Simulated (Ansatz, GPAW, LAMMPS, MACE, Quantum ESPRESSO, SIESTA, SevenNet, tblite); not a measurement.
## Amorphous 28Y2O3-72Al2O3 (mol %) (90 atoms): one structure in several programs

How near do other programs and methods come to a plane-wave reference for amorphous 28Y2O3-72Al2O3 (mol %) (90 atoms)? A plane-wave run serves as the reference.

Method: Kohn-Sham DFT, PBE, PAW, plane waves, in Ansatz 0.2.0.

## (1) The starting structure

The cell holds 90 atoms: 10 Y, 26 Al and 54 O. Cell: a = 10.194 Å, b = 10.194 Å, c = 10.194 Å, α = 90.0°, β = 90.0°, γ = 90.0°. 90 atoms (10 Er, 26 Al, 54 O) placed at random at 4.86 g/cm³, melted at 5000 K for 10 ps at fixed volume with the Morse and Coulomb pair potential with partial charges (Pedone, Malavasi, Menziani, Cormack and Segre, J. Phys. Chem. B 110, 11780 (2006)). Quenched from 5000 K to 300 K at 20 K/ps and fixed volume, held 10 ps at zero pressure, then minimised at fixed cell. Then Er was replaced by Y and the cell scaled by 1.009 (the potential has no terms for the new elements, so the cell is a start for a DFT relaxation).

As a file:

```cif
data_structure
_symmetry_space_group_name_H-M 'P 1'
_symmetry_Int_Tables_number 1
_cell_length_a 10.1936
_cell_length_b 10.1936
_cell_length_c 10.1936
_cell_angle_alpha 90.000
_cell_angle_beta 90.000
_cell_angle_gamma 90.000
_cell_volume 1059.20
loop_
_atom_site_label
_atom_site_type_symbol
_atom_site_fract_x
_atom_site_fract_y
_atom_site_fract_z
_atom_site_occupancy
Y1 Y 0.73258 0.40312 0.69208 1
Y2 Y 0.54627 0.33671 0.47243 1
Y3 Y 0.59786 0.28058 0.03834 1
Y4 Y 0.77624 0.74664 0.71777 1
Y5 Y 0.37244 0.99966 0.52498 1
Y6 Y 0.74421 0.94493 0.96092 1
Y7 Y 0.89728 0.52459 0.95646 1
Y8 Y 0.77495 0.04529 0.54577 1
Y9 Y 0.99293 0.30962 0.51798 1
Y10 Y 0.23906 0.14543 0.05497 1
Al11 Al 0.25138 0.57532 0.44172 1
Al12 Al 0.08531 0.04581 0.37763 1
Al13 Al 0.58604 0.68167 0.47442 1
Al14 Al 0.89799 0.22285 0.00169 1
Al15 Al 0.15045 0.42359 0.08526 1
Al16 Al 0.69181 0.54325 0.25672 1
Al17 Al 0.97715 0.50318 0.29731 1
Al18 Al 0.41295 0.71334 0.66675 1
Al19 Al 0.02151 0.88707 0.16885 1
Al20 Al 0.36622 0.48262 0.90337 1
Al21 Al 0.27811 0.29200 0.35622 1
Al22 Al 0.88924 0.75154 0.40542 1
Al23 Al 0.09366 0.52879 0.68076 1
Al24 Al 0.47143 0.88079 0.02601 1
Al25 Al 0.23168 0.24739 0.76713 1
Al26 Al 0.26049 0.97496 0.80127 1
Al27 Al 0.41333 0.74632 0.29019 1
Al28 Al 0.78283 0.23254 0.30130 1
Al29 Al 0.10679 0.81300 0.59789 1
Al30 Al 0.61938 0.61372 0.96239 1
Al31 Al 0.22920 0.68338 0.11817 1
Al32 Al 0.98118 0.03969 0.78652 1
Al33 Al 0.49538 0.06803 0.26825 1
Al34 Al 0.05000 0.76383 0.89521 1
Al35 Al 0.51909 0.14311 0.74339 1
Al36 Al 0.72716 0.94347 0.26128 1
O37 O 0.03816 0.32198 0.00603 1
O38 O 0.51581 0.47799 0.98451 1
O39 O 0.42592 0.91614 0.33234 1
O40 O 0.41234 0.17652 0.39145 1
O41 O 0.16578 0.37262 0.68090 1
O42 O 0.54060 0.30528 0.69672 1
O43 O 0.73923 0.84302 0.40597 1
O44 O 0.78582 0.19541 0.12801 1
O45 O 0.06883 0.60498 0.83475 1
O46 O 0.34365 0.96548 0.94861 1
O47 O 0.76138 0.26800 0.50721 1
O48 O 0.38541 0.58933 0.77443 1
O49 O 0.30904 0.31687 0.90426 1
O50 O 0.93822 0.77058 0.56969 1
O51 O 0.34318 0.12236 0.70968 1
O52 O 0.56832 0.65988 0.29957 1
O53 O 0.15715 0.94402 0.50355 1
O54 O 0.91574 0.34375 0.30229 1
O55 O 0.14991 0.11130 0.84410 1
O56 O 0.73090 0.57161 0.09345 1
O57 O 0.25560 0.54352 0.02351 1
O58 O 0.17513 0.65522 0.59136 1
O59 O 0.64159 0.52967 0.52210 1
O60 O 0.59493 0.10616 0.88978 1
O61 O 0.03099 0.54013 0.14091 1
O62 O 0.58254 0.75743 0.62918 1
O63 O 0.96660 0.14220 0.65421 1
O64 O 0.64463 0.37517 0.26965 1
O65 O 0.85190 0.90156 0.15747 1
O66 O 0.12480 0.02393 0.20514 1
O67 O 0.79737 0.32617 0.90166 1
O68 O 0.91570 0.06661 0.37761 1
O69 O 0.58435 0.78207 0.93436 1
O70 O 0.93041 0.48032 0.64936 1
O71 O 0.84054 0.60043 0.33942 1
O72 O 0.26023 0.65178 0.28421 1
O73 O 0.71550 0.57203 0.82546 1
O74 O 0.33168 0.85947 0.69648 1
O75 O 0.59546 0.94094 0.13970 1
O76 O 0.88293 0.76029 0.91379 1
O77 O 0.92754 0.06702 0.94716 1
O78 O 0.22591 0.32502 0.19705 1
O79 O 0.11476 0.79549 0.04898 1
O80 O 0.09425 0.49023 0.41784 1
O81 O 0.38614 0.76405 0.11443 1
O82 O 0.66064 0.09222 0.32952 1
O83 O 0.08967 0.88040 0.77197 1
O84 O 0.56914 0.05310 0.60790 1
O85 O 0.40330 0.69251 0.48357 1
O86 O 0.44357 0.15718 0.13579 1
O87 O 0.81673 0.95715 0.74333 1
O88 O 0.15554 0.19670 0.42507 1
O89 O 0.34911 0.42911 0.43220 1
O90 O 0.02115 0.80070 0.31687 1
```

## (2) Plane-wave reference

The PAW files are the set soft_2.

Input file input.yaml:

```yaml
crystal:
  lattice:
    - [10.19357, 0.0, 0.0]
    - [0.0, 10.19357, 0.0]
    - [0.0, 0.0, 10.19357]
  atoms:
    - { symbol: "Y", position: [0.73258, 0.40312, 0.69208] }
    - { symbol: "Y", position: [0.54627, 0.33671, 0.47243] }
    - { symbol: "Y", position: [0.59786, 0.28058, 0.03834] }
    - { symbol: "Y", position: [0.77624, 0.74664, 0.71777] }
    [... 80 atom lines left out ...]
    - { symbol: O, position: [0.4033, 0.69251, 0.48357] }
    - { symbol: O, position: [0.44357, 0.15718, 0.13579] }
    - { symbol: O, position: [0.81673, 0.95715, 0.74333] }
    - { symbol: O, position: [0.15554, 0.1967, 0.42507] }
    - { symbol: O, position: [0.34911, 0.42911, 0.4322] }
    - { symbol: O, position: [0.02115, 0.8007, 0.31687] }
kpoints:
  mp_grid: { grid: [1, 1, 1] }
hamiltonian:
  xc: pbe
scf:
  occupations: { method: fermi_dirac, width: 0.05 }
output:
  forces: true
  eigenvalues: true
  populations: true
  stress: true
```

Run with:

```
$ ansatz run input.yaml --threads 4 --pin off --max-ram 8192MiB --backend cpu --events-out ev --progress --plain --runs-dir out
```

What it wrote:

```text
[...]
Pseudopotentials: kind: paw
Pseudopotential: Y, paw, valence charge 11, recommended cutoff 420 eV (normal), Y.paw.azcp
Pseudopotential: Al, paw, valence charge 3, recommended cutoff 420 eV (normal), Al.paw.azcp
Pseudopotential: O, paw, valence charge 6, recommended cutoff 420 eV (normal), O.paw.azcp
[...]
Crystal: 90 atoms, lattice volume = 1059.202 Å³
Basis set: ecut = 420 eV, 20719 PW (Γ), exchange–correlation on 144×144×144 points (8 copies of the dense FFT grid, shifted against one another)
Bands: 346, of which v1, the nominal top of the filled ones, is band 256 counted from 1 (255 counted from 0)
Symmetry: 1 space group operations
Space group: P1 (ITA 1), of the structure as read, at distance tolerance 1.0e-4 Å
k-points: 1
[...]
Initial density: superposition of atomic densities (neutral atoms: chi_scale 0, normalization atom), corrected by the library's trained network
Initial wavefunctions: pseudopotential atomic-orbital guess
[...]
SCF iter   1: F=—  HF=-83240.794840 eV  |F-HF|=—  |Δ(HF+E_count)|=         —  Δρ=2.54e-3  dr2=7.60e-2  ethr=1.77e-3  ⟨swp⟩=6.0  Hψ=1452  notcnv=0  defer=16
preconditioner: auto → Resta (q_TF=auto, 2.417 Å⁻¹)  ε∞=3.7  [insulator: Δε(μ)=3.985 eV  Ē_g=15.540 eV  σ=0.050 eV  W_gap=1.00  n_scr=250 (ndim 8)  ℏωp=25.3 eV  f_vac=0.026  D(μ)=0.00/eV (n_scr^D=0)  ε∞_Penn≈3.7]
[...]
SCF iter   8: F=—  HF=-83240.799163 eV  |F-HF|=—  |Δ(HF+E_count)|=   4.64e-7  Δρ=5.20e-6  dr2=2.55e-7  ethr=2.31e-10  ⟨swp⟩=2.0  Hψ=474  notcnv=0  defer=84
SCF iter   9: F=-83240.799163 eV  HF=-83240.799163 eV  |F-HF|=1.47e-8  |Δ(HF+E_count)|=   8.71e-8  Δρ=1.39e-6  dr2=2.33e-8  ethr=1.95e-11  ⟨swp⟩=13.0  Hψ=1918  notcnv=0
SCF 1 converged in 9 iterations: F = -83240.799163 eV  dr2 = 2.33e-8
[...]
SCF converged after 9 iterations
Free energy (F): -83240.799163 eV
Harris-Foulkes:  -83240.799163 eV  (|F-HF|=1.47e-8)
Internal energy: -83240.799163 eV  (E = F + TS)
E sigma→0 (E₀):  -83240.799163 eV
Fermi energy:    8.493588 eV
--- Per-component energies (eV) ---
[...]
Σ components = -83240.799163   (vs F -83240.799163, Δ=0.00e0)
--- Forces (eV/Å), atoms counted from 1 ---
  atom   1  Y      0.33989500    -0.05532283     0.75092929
  atom   2  Y     -0.31464541     0.18880835    -0.11434795
  atom   3  Y      0.19912801    -0.24177921    -0.10190456
  atom   4  Y      0.38435036    -0.12447269    -0.67273373
[...]
atom  90  O      1.01303332     0.12337770    -0.35225784
  max |Σ_I F_I| component: 1.16e-4 eV/Å
--- Stress (GPa, compression-positive) ---
        6.480441       0.076606      -1.421827
        0.076615       4.274137       1.431098
       -1.421815       1.431117       7.597353
  P = ⅓ Tr σ = 6.1173 GPa (61.173 kbar)
--- Band table (eV) ---
  k-point 0: bands = ["-34.2071", "-33.9881", "-33.9311", "-33.7674", [... 330 levels ...], "15.8933", "15.9168", "15.9386", "15.9814", "15.9966", "16.0446", "16.1275", "16.1857", "16.2106", "16.3000", "16.3331", "16.4085"]
--- Löwdin populations: 90 sites ---
  site symbol       q [e]
     0      Y      9.8048
     1      Y      9.7292
     2      Y      9.6275
[...]
89      O      6.8694
  spilling = 0.006644 (of n_electrons = 512.000000)
```

Run time: 14 s. Hardware: 4 threads of Arm Neoverse V1, shared host; peak memory 1.3 GiB.

Numbers from this run:

```
free energy                                      : -83240.7992 eV
free energy per atom                             : -924.8978 eV/atom
SCF cycles                                       : 9
pressure                                         : 6.117 GPa
r.m.s. force component                           : 0.4241 eV/Å
longest force                                    : 1.651 eV/Å
Fermi energy                                     : 8.494 eV
gap (highest filled to lowest empty level) : 4.023 eV
spilling of the projection                       : 0.006644
```

Neighbours are counted within 2.27 Å (O-Al), 3.00 Å (O-Y).

Length of the force by element and coordination:

```csv
element,coordination,atoms,mean length of the force (eV/Å),spread,least,most
Al,all,26,0.520,0.257,0.115,1.09
Al,4,20,0.537,0.272,0.115,1.09
Al,5,6,0.462,0.190,0.165,0.786
O,all,54,0.738,0.315,0.212,1.65
O,2,2,0.660,0.419,0.241,1.08
O,3,37,0.804,0.320,0.259,1.65
O,4,14,0.595,0.220,0.212,1.09
O,5,1,0.435,0,0.435,0.435
Y,all,10,0.681,0.200,0.329,1.02
Y,6,5,0.57,0.203,0.329,0.826
Y,7,4,0.818,0.120,0.719,1.02
Y,8,1,0.686,0,0.686,0.686
```

Löwdin charges by element and coordination (they lack the spilled electrons, 0.038 e an atom on average):

```csv
element,coordination,atoms,mean charge (e),spread,least,most
Al,all,26,1.31,0.0389,1.22,1.39
Al,4,20,1.32,0.032,1.24,1.39
Al,5,6,1.28,0.0444,1.22,1.34
O,all,54,-0.804,0.0384,-0.871,-0.686
O,2,2,-0.870,8.0e-4,-0.871,-0.869
O,3,37,-0.812,0.0273,-0.864,-0.759
O,4,14,-0.782,0.0385,-0.824,-0.695
O,5,1,-0.686,0,-0.686,-0.686
Y,all,10,1.27,0.0562,1.20,1.37
Y,6,5,1.27,0.0611,1.20,1.37
Y,7,4,1.28,0.0461,1.23,1.35
Y,8,1,1.21,0,1.21,1.21
```

The levels nearest the highest filled one (over half full), pooled over k-points and spins:

```csv
level less the highest filled one (eV),occupation
-0.195,2
-0.175,2
-0.154,2
-0.116,2
-0.0649,2
0,2
4.02,0
4.75,0
4.90,0
5.18,0
5.34,0
5.35,0
```

## (3) What was run beside it

The programs:
- GPAW 26.7.0: PAW with atomic orbitals (LCAO), plane waves or a real-space grid of spacing h.
- MACE: machine-learned potential, published weights.
- Quantum ESPRESSO 7.5: plane waves; labels (QE) give functional, pseudopotential set and cutoffs of waves/density.
- SIESTA 5.4.2: numerical atomic orbitals, whose automatically made sets are far from complete, with PseudoDojo norm-conserving potentials that we converted to its format (checked against plane waves on the same files for H, C, O, Si, Ge and Ca alone); labels give functional, basis size, energy shift and mesh cutoff.
- SevenNet: machine-learned potential, published weights.
- tblite 0.8.0: extended tight binding, driven from Python.

All use the same cell and atoms; the electronic-structure runs use the same k-mesh, and an electronic temperature of 580 K (0.05 eV) where levels are smeared.

Differences are against the plane-wave reference, forces as r.m.s. over components; share is that over the reference's r.m.s. force, slope the least-squares factor from reference forces to these. Total energies of different programs have different zeros and aren't compared.

```csv
run,"Δ force, r.m.s. (meV/Å)",share (%),slope,Δ pressure (GPa),Δ gap (eV),cores,CPU time,memory (GiB)
reference,-,-,-,-,-,4,55 s,1.3
"GPAW PBE, LCAO dzp, h 0.18 Å",211,49.7,1.299,-,-0.0867,1,8.1 min,2.0
"GPAW PBE, LCAO dzp, h 0.22 Å (coarse)",224,52.9,1.297,-,-0.0926,1,5.3 min,1.3
"GPAW PBE, LCAO sz(dzp), h 0.18 Å (coarse)",490,116,1.504,-,-0.534,1,2.1 min,1.5
"GPAW RPBE, LCAO dzp, h 0.18 Å",244,57.6,1.341,-,0.041,1,8.1 min,2.0
MACE MPA-0 medium potential,89.1,21.0,0.939,0.904,-,1,9.4 s,1.2
"QE PBE, sssp-1.3.0-efficiency, 60/480 Ry",36.8,8.68,1.052,0.316,0.0054,4,12 min,3.5
"SIESTA PBE, DZ, shift 0.01 Ry, mesh 500 Ry (coarse)",433,102,1.501,6.32,-0.128,2,4.7 min,1.9
"SIESTA PBE, DZP, shift 0.01 Ry, mesh 150 Ry (coarse)",146,34.4,1.212,2.17,-0.0409,2,2.9 min,0.99
"SIESTA PBE, DZP, shift 0.01 Ry, mesh 500 Ry",143,33.8,1.212,2.19,-0.0408,2,13 min,2.9
SevenNet 0 potential,72.1,17.0,0.932,0.356,-,1,8.9 s,1.0
SevenNet l3i5 potential,58.3,13.8,0.951,0.407,-,1,12 s,1.7
tblite GFN1-xTB,567,134,0.878,6.34,-,1,8.5 s,0.13
```

Rows marked coarse were listed beforehand as settings not expected to be converged; some can still land near the reference.

Times of the machine-learned potentials are mostly Python's start and the loading of weights.

CPU time is summed over cores on a shared host, where runs went side by side, so it is rough. Symmetry, cutoffs, thresholds, outputs and thread counts weren't matched or tuned between programs; memory under MPI is the largest rank's times the ranks.

Mean charges by element (e), by run and scheme:

```csv
run,scheme,Y,Al,O
reference,Löwdin,+1.27,+1.31,-0.80
"SIESTA PBE, DZP, shift 0.01 Ry, mesh 500 Ry",Hirshfeld,+0.51,+0.35,-0.26
tblite GFN1-xTB,Mulliken,+0.56,+0.57,-0.38
```

The reference's Löwdin charges lack the electrons that the projection spills, 0.038 e an atom on average.

Within one program, basis, potentials and functional, energies share a zero. Each run against its twin at the usual cutoff or grid and solver:

```csv
run,twin,Δ energy (meV/atom),"Δ force, r.m.s. (meV/Å)",CPU time over the twin's
"GPAW PBE, LCAO dzp, h 0.22 Å","LCAO dzp, h 0.18 Å",102,94.2,0.66
"SIESTA PBE, DZP, shift 0.01 Ry, mesh 150 Ry","DZP, shift 0.01 Ry, mesh 500 Ry",3.41,26.7,0.23
```

## (4) Summary of results

```json
{
 "reference r.m.s. force component": "0.424 eV/Å",
 "nearest in forces": "QE PBE, sssp-1.3.0-efficiency, 60/480 Ry, 8.7 %",
 "farthest in forces": "tblite GFN1-xTB, 134 %",
 "cheapest electronic-structure run beside the reference": "tblite GFN1-xTB, 8.5 s of CPU time"
}
```

In words: PBE on plane waves or a grid with other potentials, cutoffs or grids, coarse settings apart, differs from the reference by 8.7 % (QE PBE, sssp-1.3.0-efficiency, 60/480 Ry) of the r.m.s. force; potentials, valence shells or grid differ, and the table alone doesn't part them (QE's 60 Ry are 816 eV, against the reference's 420 eV). The PBE runs in local orbitals, coarse settings apart, differ by 34 % (SIESTA PBE, DZP, shift 0.01 Ry, mesh 500 Ry) to 50 % (GPAW PBE, LCAO dzp, h 0.18 Å); basis, grid and potentials can all enter. Tight binding differs by 134 % (tblite GFN1-xTB); it is another model, with fitted parameters of its own, and the xTB methods hold dispersion. Machine-learned potentials differ by 14 % (SevenNet l3i5 potential) to 21 % (MACE MPA-0 medium potential); they were trained on other programs' data. Rows with another functional or a dispersion term differ by 58 % (GPAW RPBE, LCAO dzp, h 0.18 Å), which mixes the change of model with differences of basis and potentials. Runs with settings chosen to be coarse differ by 34 % (SIESTA PBE, DZP, shift 0.01 Ry, mesh 150 Ry) to 116 % (GPAW PBE, LCAO sz(dzp), h 0.18 Å), their programs' other errors included. One electronic-structure run takes under half the reference's CPU time: tblite GFN1-xTB, at 134 % in 8.5 s against 55 s, too far off to be of use; its pressure misses by +6.3 GPa. SIESTA PBE, DZP, shift 0.01 Ry, mesh 150 Ry stiffens the forces by a factor of 1.21 while following their directions (correlation 0.976). At the same functional, gaps differ from the reference's 4.02 eV by between -0.53 and +0.01 eV. In pressure, SIESTA PBE, DZ, shift 0.01 Ry, mesh 500 Ry misses by +6.3 GPa, at the same functional. Charges hang on model, scheme and program or settings: among these rows the mean for Al runs from +0.35 to +1.31 e. In the reference: filled and empty levels are parted by 4.02 eV (at Γ alone); a semilocal functional tends to put such gaps too low. In a disordered cell it changes from sample to sample, and tail or defect levels can set it. In the reference: mean Löwdin charges: Al +1.31, O -0.80, Y +1.27 e (they miss 0.66 % of the electrons, so they add up to more than the cell's charge). Periodic xTB results under one method name differ between programs and library versions. Machine-learned potentials mimic data converged in k, so the reference's own k-point error enters their differences. The quench rate of 20 K/ps is many orders above laboratory rates, so the cell is likely richer in defects and strain than a real sample. The network of bonds at the start is that of the classical potential that made the cell, and needn't be the one that DFT or experiment would give. The reference's stress is far from hydrostatic: its diagonal is 6.5, 4.3, 7.6 GPa, compression counted positive. The reference's pressure of 6.1 GPa belongs to a cell and atoms that aren't relaxed at this level. The electronic-structure runs sample only Γ, in a cell whose shortest periodic width is 10 Å.

[Also dropped from logs without a mark: logging warnings of Python, and SIESTA's first energy breakdown and zero terms.]

[Logs are printed without paths, hosts, clocks, repeated set-up lines and the standing remarks that a program may print on its own settings, such as how far it seeks lower states.]

[Hosts, paths, dates, database ids (printed as entryN), source tags and the programs' standing remarks are cut or masked in the printed files.]
